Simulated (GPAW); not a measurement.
# Ballistic transport through O2 in line between two Ir chains, cheap and dear

How well does O2 in line between two Ir chains conduct at low bias, and how far do basis and functional move the answer?

Program: GPAW 26.7.0. Level of theory: GPAW LCAO, PAW setups; Landauer transmission from Green's functions with principal layers (ASE), zero bias. Results are calculated unless marked as measured.

## (1) The structure

The cell holds 16 atoms: 14 Ir and 2 O. Cell: a = 9.000 Å, b = 9.000 Å, c = 34.497 Å, α = 90.0°, β = 90.0°, γ = 90.0°. Regions: left lead, 7 atoms (7 Ir); channel, 2 atoms (2 O); right lead, 7 atoms (7 Ir). Vacuum lies along a and b. The structure is stacked along c, and the current runs across the ab planes.

## (2) GPAW, dzp

The script solves lead and junction separately, takes H and S in the orbital basis, and joins semi-infinite leads through their self-energies; the dzp basis is the working standard.

Contents of run.py:

```python
import json
import numpy as np
from ase import Atoms
from ase.transport.calculators import TransportCalculator
from gpaw import GPAW, FermiDirac
from gpaw.lcao.tools import get_lcao_hamiltonian
from scipy.linalg import eigh

# The junction with lead layers at both ends, along the third cell vector
device = Atoms(
    ['Ir', 'Ir', 'Ir', 'Ir', 'Ir', 'Ir', 'Ir', 'O', 'O', 'Ir', 'Ir', 'Ir', 'Ir', 'Ir', 'Ir', 'Ir'],
    positions=[
        [4.50000, 4.50000, 1.15000],
        [4.50000, 4.50000, 3.45000],
        [4.50000, 4.50000, 5.75000],
        [4.50000, 4.50000, 8.05000],
        [4.50000, 4.50000, 10.35000],
        [4.50000, 4.50000, 12.65000],
        [4.50000, 4.50000, 14.95000],
        [4.50000, 4.50000, 16.59840],
        [4.50000, 4.50000, 17.89840],
        [4.50000, 4.50000, 19.54680],
        [4.50000, 4.50000, 21.84680],
        [4.50000, 4.50000, 24.14680],
        [4.50000, 4.50000, 26.44680],
        [4.50000, 4.50000, 28.74680],
        [4.50000, 4.50000, 31.04680],
        [4.50000, 4.50000, 33.34680]],
    cell=[[9.0, 0.0, 0.0], [0.0, 9.0, 0.0], [0.0, 0.0, 34.4968]],
    pbc=True)

# One principal layer of the lead: the first 5 atoms of the device
lead = Atoms(
    ['Ir', 'Ir', 'Ir', 'Ir', 'Ir'],
    positions=[
        [4.50000, 4.50000, 1.15000],
        [4.50000, 4.50000, 3.45000],
        [4.50000, 4.50000, 5.75000],
        [4.50000, 4.50000, 8.05000],
        [4.50000, 4.50000, 10.35000]],
    cell=[[9.0, 0.0, 0.0], [0.0, 9.0, 0.0], [0.0, 0.0, 11.5]],
    pbc=True)

settings = dict(mode='lcao', basis='dzp', xc='PBE', h=0.18,
                occupations=FermiDirac(0.1), maxiter=250,
                mixer=dict(beta=0.1, nmaxold=8, weight=100.0),
                convergence=dict(density=0.0001))
energies = np.arange(-2, 2 + 1e-9, 0.05)
eta = 0.0001
n1, n2 = 1, 1
# k and -k transmit alike, so half of the mesh across the current serves
mesh = [(i, j) for i in range(n1) for j in range(n2) if (i, j) <= (-i % n1, -j % n2)]
weights = np.array([1 if (i, j) == (-i % n1, -j % n2) else 2 for i, j in mesh]) / (n1 * n2)

# [... helper functions left out ...]
fermi_lead = ground_state(lead, (1, 1, 10), 'lead.txt')
fermi_device = ground_state(device, (1, 1, 3), 'device.txt')
# [... loop over the mesh left out, but for ...]
        # Shift the lead onto the potential of the device's first layer
        shift = ((H[:, 0, 0] - H0[:, 0, 0]) / S0[0, 0]).real.mean()
# [...]
kT = 8.617333e-5 * 500
bias = [0.1, 0.2, 0.5, 1.0, 1.5, 2.0]
# [... integrals and printing left out ...]
```

The run is started by

```sh
$ OMP_NUM_THREADS=1 OPENBLAS_NUM_THREADS=1 python run.py
```

The log of the run:

```text
basis functions: device 404, principal layer 135
Fermi level: lead -3.8819 eV, device -3.8736 eV; lead shifted by -0.0100 eV
largest coupling past the next layer 1.48e-06 eV, largest misfit of the first layer 0.119 eV
  E-E_F (eV)   T (one spin)  [channel counts left out]
    -2.000    1.6888e+00
    -1.950    1.6973e+00
    -1.900    1.7250e+00
    -1.850    1.7545e+00
    -1.800    1.7807e+00
    -1.750    1.8016e+00
    -1.700    1.8216e+00
    -1.650    1.8378e+00
    -1.600    1.8538e+00
    -1.550    1.8709e+00
    -1.500    1.8899e+00
    -1.450    1.9102e+00
    -1.400    1.9308e+00
    -1.350    1.9504e+00
    -1.300    1.9681e+00
    -1.250    1.9776e+00
[...]
1.650    2.3547e+00
     1.700    2.3762e+00
     1.750    2.3755e+00
     1.800    2.3219e+00
     1.850    2.1257e+00
     1.900    1.4297e+00
     1.950    4.1505e-01
     2.000    4.2266e-01
conductance at 500 K: 2.1461 G0 a cell; thermopower -1.218 uV/K
current from the zero-bias T(E) at 0.1 V: 16.626 uA
current from the zero-bias T(E) at 0.2 V: 33.239 uA
current from the zero-bias T(E) at 0.5 V: 82.888 uA
current from the zero-bias T(E) at 1.0 V: 164.47 uA
current from the zero-bias T(E) at 1.5 V: 243.97 uA
current from the zero-bias T(E) at 2.0 V: 321.17 uA
```

It took 3 min on 1 thread of Arm Neoverse V2, shared host; peak memory 1.9 GiB.

This run has no spin polarisation, although Ir can carry a moment.

This step gave:

```
conductance                                    : 2.146 G₀
largest coupling past the next principal layer : 1.48e-6 eV
largest misfit of the first principal layer    : 0.1187 eV
shift that aligns the lead                     : -0.01002 eV
basis functions of the junction                : 404
basis functions of a principal layer           : 135
transmission at the Fermi level (one spin)     : 2.148
```

One spin. Table of transmission, zone mean by energy, zero at the Fermi level:

energy (eV), transmission, zone mean and a bar from the least value:
```
    -2.00       1.69 ###################
    -1.85       1.75 ####################
    -1.70       1.82 #####################
    -1.60       1.85 ######################
    -1.45       1.91 #######################
    -1.30       1.97 ########################
    -1.15       1.99 ########################
    -1.05       1.99 ########################
    -0.90       1.98 ########################
    -0.75       1.98 ########################
    -0.60       1.99 ########################
    -0.50       2.01 ########################
    -0.35       2.05 #########################
    -0.20       2.09 ##########################
    -0.05       2.14 ##########################
     0.00       2.15 ##########################
     0.05       2.16 ###########################
     0.20       2.18 ###########################
     0.30       2.18 ###########################
     0.35       2.18 ###########################
     0.50       2.16 ###########################
     0.60       2.13 ##########################
     0.75       2.06 #########################
     0.90       1.96 ########################
     1.05       1.99 ########################
     1.15       2.03 #########################
     1.30       2.11 ##########################
     1.45       2.21 ############################
     1.60       2.32 #############################
     1.70       2.38 ##############################
     1.85       2.13 ##########################
     2.00       0.42
```

Not self-consistent under bias; the bias window is split evenly. Current through one cell, from the zero-bias transmission against bias:

| bias (V) | current through one cell, from the zero-bias transmission (μA) |
| --- | --- |
| 0.100 | 16.6 |
| 0.200 | 33.2 |
| 0.500 | 82.9 |
| 1.000 | 164 |
| 1.500 | 244 |
| 2.000 | 321 |

The transmission of the three most open eigenchannels by energy, zero at the Fermi level:

| energy (eV) | channel 1 | channel 2 | channel 3 |
| --- | --- | --- | --- |
| -2.00 | 0.708 | 0.490 | 0.490 |
| -1.85 | 0.722 | 0.516 | 0.516 |
| -1.70 | 0.735 | 0.543 | 0.543 |
| -1.60 | 0.730 | 0.561 | 0.561 |
| -1.45 | 0.735 | 0.587 | 0.587 |
| -1.30 | 0.745 | 0.610 | 0.610 |
| -1.15 | 0.735 | 0.627 | 0.627 |
| -1.05 | 0.715 | 0.637 | 0.637 |
| -0.90 | 0.681 | 0.649 | 0.649 |
| -0.75 | 0.660 | 0.660 | 0.657 |
| -0.60 | 0.672 | 0.672 | 0.644 |
| -0.50 | 0.683 | 0.683 | 0.640 |
| -0.35 | 0.701 | 0.701 | 0.641 |
| -0.20 | 0.722 | 0.722 | 0.645 |
| -0.05 | 0.744 | 0.744 | 0.644 |
| 0.00 | 0.751 | 0.751 | 0.643 |
| 0.05 | 0.758 | 0.758 | 0.640 |
| 0.20 | 0.775 | 0.775 | 0.625 |
| 0.35 | 0.787 | 0.787 | 0.602 |
| 0.50 | 0.794 | 0.794 | 0.566 |
| 0.60 | 0.799 | 0.799 | 0.530 |
| 0.75 | 0.802 | 0.802 | 0.460 |
| 0.90 | 0.812 | 0.812 | 0.340 |
| 1.05 | 0.830 | 0.830 | 0.335 |
| 1.15 | 0.848 | 0.848 | 0.337 |
| 1.30 | 0.885 | 0.885 | 0.343 |
| 1.45 | 0.930 | 0.930 | 0.354 |
| 1.60 | 0.977 | 0.977 | 0.369 |
| 1.70 | 0.998 | 0.998 | 0.380 |
| 1.85 | 0.863 | 0.863 | 0.400 |
| 2.00 | 0.423 | 1.6e-6 | 6.1e-7 |

Couplings past the next layer reach 1.5e-6 eV, small enough to drop; the matrix elements of the cell's first layer differ from the bulk lead's by up to 0.12 eV. That layer keeps its own values in the calculation, and only beyond it is the lead taken as perfect. The Fermi levels of lead and junction count from different zeros of potential, one for each periodic cell; with both set to zero, the small remaining shift is what aligns them. Without spin-orbit coupling, which is large for these atoms, channel counts and T are those of the scalar-relativistic bands. By hand: G = 2.146 × 77.48 μS = 166 μS, a resistance of 6.01 kΩ; at 0.1 V a linear junction would pass 16.6 μA, and the integral over the bias window gives 16.6 μA.

## (3) Single-zeta polarised basis

The second zeta is dropped, the polarisation orbitals stay.

Edit run.py of step 2 so:

```diff
@@ -43,3 +43,3 @@
 
-settings = dict(mode='lcao', basis='dzp', xc='PBE', h=0.18,
+settings = dict(mode='lcao', basis='szp(dzp)', xc='PBE', h=0.18,
                 occupations=FermiDirac(0.1), maxiter=250,
```

The log of the run:

```text
basis functions: device 228, principal layer 75
Fermi level: lead -3.5974 eV, device -3.6310 eV; lead shifted by -0.0226 eV
largest coupling past the next layer 1.48e-06 eV, largest misfit of the first layer 0.126 eV
  E-E_F (eV)   T (one spin)  [channel counts left out]
    -2.000    1.6509e+00
    -1.950    1.6903e+00
    -1.900    1.7264e+00
    -1.850    1.7582e+00
    -1.800    1.7846e+00
    -1.750    1.8092e+00
    -1.700    1.8337e+00
    -1.650    1.8591e+00
    -1.600    1.8853e+00
    -1.550    1.9115e+00
    -1.500    1.9364e+00
    -1.450    1.9590e+00
    -1.400    1.9780e+00
    -1.350    1.9931e+00
    -1.300    2.0046e+00
    -1.250    2.0101e+00
[...]
1.650    2.2597e+00
     1.700    2.3121e+00
     1.750    2.3673e+00
     1.800    2.4131e+00
     1.850    2.3982e+00
     1.900    2.0496e+00
     1.950    4.4073e-01
     2.000    4.4718e-01
conductance at 500 K: 2.155 G0 a cell; thermopower -0.7856 uV/K
current from the zero-bias T(E) at 0.1 V: 16.694 uA
current from the zero-bias T(E) at 0.2 V: 33.369 uA
current from the zero-bias T(E) at 0.5 V: 83.096 uA
current from the zero-bias T(E) at 1.0 V: 164.06 uA
current from the zero-bias T(E) at 1.5 V: 241.81 uA
current from the zero-bias T(E) at 2.0 V: 317.19 uA
```

Run time: 2 min. Hardware: 1 thread; peak memory 1.9 GiB.

This step gave:

- conductance: 2.155 G₀
- largest misfit of the first principal layer: 0.1256 eV
- shift that aligns the lead: -0.02263 eV
- basis functions of the junction: 228
- basis functions of a principal layer: 75
- transmission at the Fermi level (one spin): 2.158

One spin. The transmission, zone mean by energy, zero at the Fermi level:

energy (eV), transmission, zone mean and a bar from the least value:
```
   -2.000       1.65 ##################
   -1.800       1.78 ####################
   -1.600       1.89 ######################
   -1.400       1.98 #######################
   -1.200       2.01 ########################
   -1.000       2.00 ########################
   -0.800       1.99 #######################
   -0.600       1.99 ########################
   -0.400       2.04 ########################
   -0.200       2.11 #########################
    0.000       2.16 ##########################
    0.150       2.17 ##########################
    0.200       2.17 ##########################
    0.400       2.13 ##########################
    0.600       2.03 ########################
    0.800       1.86 ######################
    1.000       1.90 ######################
    1.200       1.97 #######################
    1.400       2.07 #########################
    1.600       2.21 ###########################
    1.800       2.41 ##############################
    2.000       0.45
```

Not self-consistent under bias; the bias window is split evenly. The current through one cell, from the zero-bias transmission by bias:

| bias (V) | current through one cell, from the zero-bias transmission (μA) |
| --- | --- |
| 0.100 | 16.7 |
| 0.200 | 33.4 |
| 0.500 | 83.1 |
| 1.000 | 164 |
| 1.500 | 242 |
| 2.000 | 317 |

Table of transmission of the three most open eigenchannels by energy, zero at the Fermi level:

| energy (eV) | channel 1 | channel 2 | channel 3 |
| --- | --- | --- | --- |
| -2.00 | 0.679 | 0.486 | 0.486 |
| -1.85 | 0.730 | 0.514 | 0.514 |
| -1.70 | 0.744 | 0.545 | 0.545 |
| -1.60 | 0.755 | 0.565 | 0.565 |
| -1.45 | 0.774 | 0.592 | 0.592 |
| -1.30 | 0.777 | 0.614 | 0.614 |
| -1.15 | 0.758 | 0.627 | 0.627 |
| -1.05 | 0.740 | 0.634 | 0.634 |
| -0.90 | 0.711 | 0.641 | 0.641 |
| -0.75 | 0.685 | 0.649 | 0.649 |
| -0.60 | 0.669 | 0.661 | 0.661 |
| -0.50 | 0.672 | 0.672 | 0.667 |
| -0.35 | 0.692 | 0.692 | 0.673 |
| -0.20 | 0.715 | 0.715 | 0.680 |
| -0.05 | 0.736 | 0.736 | 0.676 |
| 0.00 | 0.743 | 0.743 | 0.672 |
| 0.05 | 0.748 | 0.748 | 0.667 |
| 0.20 | 0.761 | 0.761 | 0.644 |
| 0.35 | 0.767 | 0.767 | 0.607 |
| 0.50 | 0.767 | 0.767 | 0.551 |
| 0.60 | 0.767 | 0.767 | 0.500 |
| 0.75 | 0.768 | 0.768 | 0.423 |
| 0.90 | 0.774 | 0.774 | 0.329 |
| 1.05 | 0.787 | 0.787 | 0.341 |
| 1.15 | 0.800 | 0.800 | 0.350 |
| 1.30 | 0.826 | 0.826 | 0.365 |
| 1.45 | 0.860 | 0.860 | 0.380 |
| 1.60 | 0.908 | 0.908 | 0.397 |
| 1.70 | 0.951 | 0.951 | 0.409 |
| 1.85 | 0.985 | 0.985 | 0.428 |
| 2.00 | 0.447 | 4.0e-7 | 4.0e-7 |

The conductance, 2.16 G₀, lies 0.4 % above that of the dzp run.

## (4) Minimal basis

The minimal basis is the cheapest rung: no second zeta and no polarisation.

Edit run.py of step 3 so:

```diff
@@ -43,3 +43,3 @@
 
-settings = dict(mode='lcao', basis='szp(dzp)', xc='PBE', h=0.18,
+settings = dict(mode='lcao', basis='sz(dzp)', xc='PBE', h=0.18,
                 occupations=FermiDirac(0.1), maxiter=250,
```

The log of the run:

```text
basis functions: device 176, principal layer 60
Fermi level: lead -3.6007 eV, device -3.6361 eV; lead shifted by -0.0219 eV
largest coupling past the next layer 1.47e-06 eV, largest misfit of the first layer 0.064 eV
  E-E_F (eV)   T (one spin)  [channel counts left out]
    -2.000    1.5746e+00
    -1.950    1.6100e+00
    -1.900    1.6402e+00
[...]
1.950    4.7862e-01
     2.000    4.8385e-01
conductance at 500 K: 2.0622 G0 a cell; thermopower -0.8971 uV/K
current from the zero-bias T(E) at 0.1 V: 15.974 uA
current from the zero-bias T(E) at 0.2 V: 31.927 uA
current from the zero-bias T(E) at 0.5 V: 79.454 uA
current from the zero-bias T(E) at 1.0 V: 156.53 uA
current from the zero-bias T(E) at 1.5 V: 229.98 uA
current from the zero-bias T(E) at 2.0 V: 301.61 uA
```

The job ended after 100 s (1 thread; peak memory 1.8 GiB).

This step gave:

```yaml
conductance: 2.062 G₀
largest_coupling_past_the_next_principal_layer: 1.47e-6 eV
largest_misfit_of_the_first_principal_layer: 0.06357 eV
shift_that_aligns_the_lead: -0.02188 eV
basis_functions_of_the_junction: 176
basis_functions_of_a_principal_layer: 60
transmission_at_the_fermi_level_one_spin: 2.066
```

One spin. The transmission, zone mean by energy, zero at the Fermi level:

energy (eV), transmission, zone mean and a bar from the least value:
```
    -2.00       1.57 #################
    -1.85       1.67 ##################
    -1.70       1.74 ###################
    -1.60       1.79 ####################
    -1.45       1.87 #####################
    -1.30       1.91 ######################
    -1.15       1.92 ######################
    -1.05       1.92 ######################
    -0.90       1.90 ######################
    -0.75       1.88 #####################
    -0.60       1.89 #####################
    -0.50       1.91 ######################
    -0.35       1.96 ######################
    -0.20       2.01 #######################
    -0.05       2.06 ########################
     0.00       2.07 ########################
     0.05       2.07 ########################
     0.15       2.08 ########################
     0.20       2.07 ########################
     0.35       2.05 ########################
     0.50       1.98 #######################
     0.60       1.92 ######################
     0.75       1.76 ###################
     0.90       1.79 ####################
     1.05       1.84 #####################
     1.15       1.88 #####################
     1.30       1.95 ######################
     1.45       2.05 ########################
     1.60       2.18 ##########################
     1.70       2.31 ############################
     1.80       2.45 ##############################
     1.85       2.43 ##############################
     2.00       0.48
```

The conductance, 2.06 G₀, lies 3.9 % below that of the dzp run.

## (5) RPBE in the dzp basis: xc = "RPBE"

Back in the dzp basis, the functional changes from PBE to RPBE, to set the spread between functionals beside that between bases.

Edit run.py of step 4 so:

```diff
@@ -43,3 +43,3 @@
 
-settings = dict(mode='lcao', basis='sz(dzp)', xc='PBE', h=0.18,
+settings = dict(mode='lcao', basis='dzp', xc='RPBE', h=0.18,
                 occupations=FermiDirac(0.1), maxiter=250,
```

The log of the run:

```text
basis functions: device 404, principal layer 135
Fermi level: lead -3.7908 eV, device -3.7858 eV; lead shifted by -0.0083 eV
largest coupling past the next layer 1.47e-06 eV, largest misfit of the first layer 0.118 eV
  E-E_F (eV)   T (one spin)  [channel counts left out]
    -2.000    1.7409e+00
    -1.950    1.7120e+00
    -1.900    1.7328e+00
[...]
1.950    4.1372e-01
     2.000    4.2098e-01
conductance at 500 K: 2.1368 G0 a cell; thermopower -1.262 uV/K
current from the zero-bias T(E) at 0.1 V: 16.554 uA
current from the zero-bias T(E) at 0.2 V: 33.098 uA
current from the zero-bias T(E) at 0.5 V: 82.572 uA
current from the zero-bias T(E) at 1.0 V: 164.05 uA
current from the zero-bias T(E) at 1.5 V: 243.63 uA
current from the zero-bias T(E) at 2.0 V: 321 uA
```

The job ended after 3 min (1 thread; peak memory 1.9 GiB).

Numbers from this step:

| Property | Result |
| --- | --- |
| conductance | 2.137 G₀ |
| largest misfit of the first principal layer | 0.1185 eV |
| shift that aligns the lead | -0.008336 eV |
| basis functions of the junction | 404 |
| basis functions of a principal layer | 135 |
| transmission at the Fermi level (one spin) | 2.138 |

One spin. Transmission, zone mean against energy, zero at the Fermi level:

energy (eV), transmission, zone mean and a bar from the least value:
```
    -2.00       1.74 ####################
    -1.85       1.76 #####################
    -1.70       1.83 ######################
    -1.60       1.86 ######################
    -1.45       1.91 #######################
    -1.30       1.96 ########################
    -1.15       1.99 ########################
    -1.05       1.99 ########################
    -0.90       1.98 ########################
    -0.75       1.98 ########################
    -0.60       1.99 ########################
    -0.50       2.01 ########################
    -0.35       2.04 #########################
    -0.20       2.08 ##########################
    -0.05       2.13 ##########################
     0.00       2.14 ##########################
     0.05       2.15 ##########################
     0.20       2.17 ###########################
     0.30       2.18 ###########################
     0.35       2.18 ###########################
     0.50       2.16 ###########################
     0.60       2.13 ##########################
     0.75       2.07 #########################
     0.90       1.97 ########################
     1.05       2.00 ########################
     1.15       2.04 #########################
     1.30       2.12 ##########################
     1.45       2.22 ############################
     1.60       2.33 #############################
     1.70       2.38 ##############################
     1.85       2.11 ##########################
     2.00       0.42
```

The conductance, 2.14 G₀, lies 0.4 % below that of the dzp run.

[end of part 1 of 2]

[Logs are printed without paths, hosts, clocks, repeated set-up lines and the standing remarks that a program may print on its own settings, such as how far it seeks lower states.]

[Hosts, paths, dates, database ids (printed as entryN), source tags and the programs' standing remarks are cut or masked in the printed files.]
